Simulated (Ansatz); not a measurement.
# Decaying states in the gap of BaCa2P2, part 4 of 4

Wanted: the relaxed cell of BaCa2P2, its band edges and its decay constants. It is built by putting Ca for Mg in the BaMg2P2 structure of space group P-3m1, with the volume rescaled by atomic radii. The parent structure comes from the Materials Project.

Ansatz 0.2.0; r2SCAN DFT, plane waves, PAW files (the session's first sound run).

So far, gap on path (eV): step 3 (the bulk crystal and its band edges, r2SCAN) 1.81; step 6 (LDA, cutoff 420 eV) 1.38.

The structure was built from a prototype and need not be the compound's stable phase.

**7. Complex bands at another level, cutoff 420 eV (continued)**

Level of this step: LDA DFT, plane waves, PAW files; complex bands by layer matching along the plane's normal (Ansatz).

K parallel (0, 0). Table of Re kz of states that move upwards by energy, zero at the highest filled level on the SCF mesh:

```
energy (eV)  channel 1 (Å⁻¹)  channel 2 (Å⁻¹)  channel 3 (Å⁻¹)  channel 4 (Å⁻¹)
      -1.00           -0.344                -                -                -
      -0.84           -0.283                -                -                -
      -0.76           -0.254                -                -                -
      -0.60           -0.625           -0.221           -0.182            0.514
      -0.44           -0.143            0.312                -                -
      -0.36           -0.106                -                -                -
      -0.20           -0.362            0.267                -                -
      -0.04           -0.152            0.587                -                -
       0.04                -                -                -                -
       0.20                -                -                -                -
       0.36                -                -                -                -
       0.44                -                -                -                -
       0.60                -                -                -                -
       0.76                -                -                -                -
       0.92                -                -                -                -
       1.00                -                -                -                -
       1.16                -                -                -                -
       1.32                -                -                -                -
       1.40           -0.698                -                -                -
       1.56           -0.566                -                -                -
       1.72           -0.486                -                -                -
       1.80           -0.451                -                -                -
       1.96           -0.386                -                -                -
       2.12           -0.321                -                -                -
       2.20           -0.286           0.0456                -                -
       2.36           -0.203            0.121                -                -
```

K parallel (-0.5, 0); values up to 1.5 1/Å, a degenerate pair printed once or twice; energies at which all values exceed this have no row. The Im kz of the slowest decaying states by energy, zero at the highest filled level on the SCF mesh:

```
energy (eV)  decay 1 (Å⁻¹)  decay 2 (Å⁻¹)  decay 3 (Å⁻¹)  decay 4 (Å⁻¹)
      -1.00         0.0301          0.156          0.558          0.725
      -0.84          0.181          0.501          0.690          0.958
      -0.76          0.172          0.460          0.672          0.942
      -0.60          0.114          0.320          0.641          0.905
      -0.44         0.0816         0.0998          0.173          0.628
      -0.36         0.0765          0.228          0.637          0.836
      -0.20         0.0410          0.171          0.711          0.744
      -0.04          0.240          0.366          0.722           1.11
       0.04         0.0696          0.278          0.404          0.719
       0.20          0.141          0.332          0.448          0.713
       0.36          0.174          0.370          0.471          0.705
       0.44          0.184          0.385          0.479          0.701
       0.60          0.195          0.411          0.487          0.691
       0.76          0.196          0.431          0.491          0.681
       0.92          0.186          0.446          0.492          0.669
       1.00          0.176          0.453          0.491          0.663
       1.16          0.145          0.464          0.490          0.650
       1.32         0.0811          0.472          0.489          0.636
       1.40          0.475          0.488          0.628          0.888
       1.56          0.479          0.488          0.612          0.855
       1.72          0.481          0.492          0.593          0.819
       1.80          0.481          0.496          0.583          0.799
       1.96          0.480          0.511          0.559          0.754
       2.12         0.0613          0.475          0.526          0.554
       2.20         0.0729          0.472          0.505          0.620
       2.36         0.0694          0.461          0.464          0.613
```

At the listed wavevectors the last open channel is at -0.04 eV and the next at +1.40 eV on the grid. At +0.68 eV, the grid energy nearest the filling level (the middle of the gap on the SCF mesh), the slowest state at the listed wavevectors decays with κ = 0.197 Å⁻¹, its amplitude falling by e over 5.1 Å; the first such run, plane (100), gave 0.236 Å⁻¹.

**8. A repeat with changed settings**

This step: r2SCAN DFT, plane waves, PAW files; complex bands by layer matching along the plane's normal; changed: basis.ENCUT = 400, scf.max_iter = 50 (Ansatz 0.2.0).

This run repeats an earlier one, its twin (the complex run, plane (100)), with two settings changed (scf.max_iter, basis.ENCUT; files written aside). The setting was drawn as a possible misstep, on purpose. Where the input is shown as a difference, that is against the step before, not the twin.

The input, input.yaml:

```yaml
crystal:
  lattice:
    - [4.766730698, 0.0, 0.0]
    - [0.0, 7.854045906, 0.0]
    - [2.383365349, 0.0, 4.128109877]
  atoms:
    - { symbol: Ba, position: [0.0, 0.0, 0.0] }
    - { symbol: Ca, position: [0.6666666667, 0.3625007759, 0.6666666667] }
    - { symbol: Ca, position: [0.3333333333, 0.6374992241, 0.3333333333] }
    - { symbol: P, position: [0.6666666667, 0.7408623109, 0.6666666667] }
    - { symbol: P, position: [0.3333333333, 0.2591376891, 0.3333333333] }
kpoints:
  mp_grid: { grid: [6, 4, 6] }
scf:
  occupations: { method: fixed }
  max_iter: 50
hamiltonian:
  xc: r2scan
output:
  eigenvalues: true
  transmission:
    leads: [[0, 0]]
    kpoints: [[0.0, 0.0], [-0.5, 0.0]]
    e_range: [-1.0, 2.81]
    de: 0.1
basis:
  ENCUT: 400
```

On the command line:

```sh
ansatz run input.yaml --threads 2 --pin off --max-ram 4096MiB --backend cpu --events-out ev --progress --plain --runs-dir out
```

Numbers of over 12 decimals in the logs are rounded to 6 here.

Log:

```text
Error: YAML parse error: error: line 27 column 3: unknown field `ENCUT`, expected one of ecutwfc, ecutrho_ratio, smooth_cutoff_half_width, xc_grid, low_memory, fft_grid_basis, precision, gaussian, splines
  --> <input>:27:3
   |
25 |     de: 0.1
26 | basis:
27 |   ENCUT: 400
   |   ^ unknown field `ENCUT`, expected one of ecutwfc, ecutrho_ratio, smooth_cutoff_half_width, xc_grid, low_memory, fft_grid_basis, precision, gaussian, splines
```

Elapsed: 0.02 s, on 2 threads of Arm Neoverse V1, shared host; peak memory 0.022 GiB.

The program refused the input before any cycle.

The program's message: “Error: YAML parse error: error: line 27 column 3: unknown field `ENCUT`, expected one of ecutwfc, ecutrho_ratio, smooth_cutoff_half_width, xc_grid, low_memory, fft_grid_basis, precision, gaussian, spl …”

The change that led to it: basis.ENCUT = 400.

**9. What came out**

| Quantity | Value |
| --- | --- |
| band gap | 1.81 eV |
| least decay constant at mid-gap, normal to (100) | 0.236 Å⁻¹ |
| least decay constant at mid-gap, normal to (001) | 0.208 Å⁻¹ |
| least decay constant, LDA | 0.197 Å⁻¹ |

In words: With r2SCAN, the slowest decay at the wavevectors tried is κ = 0.208 Å⁻¹, normal to (001). Through such a film the transmission near mid-gap falls as exp(−2κd), a factor of ten every 5.5 Å. The directions tried decay at nearly the same rate. A free electron under a barrier of half the gap would need a mass of 0.18 mₑ to decay at this rate. With LDA the gap goes from 1.81 to 1.38 eV and the decay constant, over the first 2 listed wavevectors, from 0.236 to 0.197 Å⁻¹. The compound is made up by substitution; its stability against other phases and against distortions of the cell's symmetry was not tested. r2SCAN still narrows gaps, if less than LDA and GGA do, so real decay constants are likely larger.

[Logs are printed without paths, hosts, clocks, repeated set-up lines and the standing remarks that a program may print on its own settings, such as how far it seeks lower states.]

[Hosts, paths, dates, database ids (printed as entryN), source tags and the programs' standing remarks are cut or masked in the printed files.]
